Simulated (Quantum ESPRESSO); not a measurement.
# Voltage at the next charge: Ti(0001), 4 layers against an electrode

How the rows were computed: Quantum ESPRESSO 7.5, PBE, GBRV ultrasoft; ESM with bc3, a metal electrode 7.06 Å above the top atoms; cell area 7.537 Å²; ions fixed. V is the potential energy of an electron at the electrode over the slab's Fermi level, divided by e, so that it equals the work function at zero charge; positive charge removes electrons.

```tsv
charge (e a cell)	V (V)
0	4.406
0.0113	5.712
0.0226	7.042
```

To predict: What is V at a charge of 0.0452 e, and what capacitance do the rows imply?

**Worked estimate.** The last two rows give dV/dq = (7.042 − 5.712)/(0.0226 − 0.0113) = 117.7 V/e, so C = 1602/(7.537 × 117.7) = 1.81 µF/cm², an effective gap of 8.854/1.81 = 4.90 Å. At constant C, V = 7.042 + 117.7 × 0.0226 = 9.70 V.

**Check.** V = 9.764 V; the estimate misses by −0.06 V, 2.3 % of the step. Over the three intervals C goes 1.84, 1.81 and 1.76 µF/cm²: it falls as electrons leave, the surface charge drawing back towards the atoms.

Caveats: Vacuum fills the gap; a dielectric or electrolyte would change C. The slab is thin.

[Logs are printed without paths, hosts, clocks, repeated set-up lines and the standing remarks that a program may print on its own settings, such as how far it seeks lower states.]
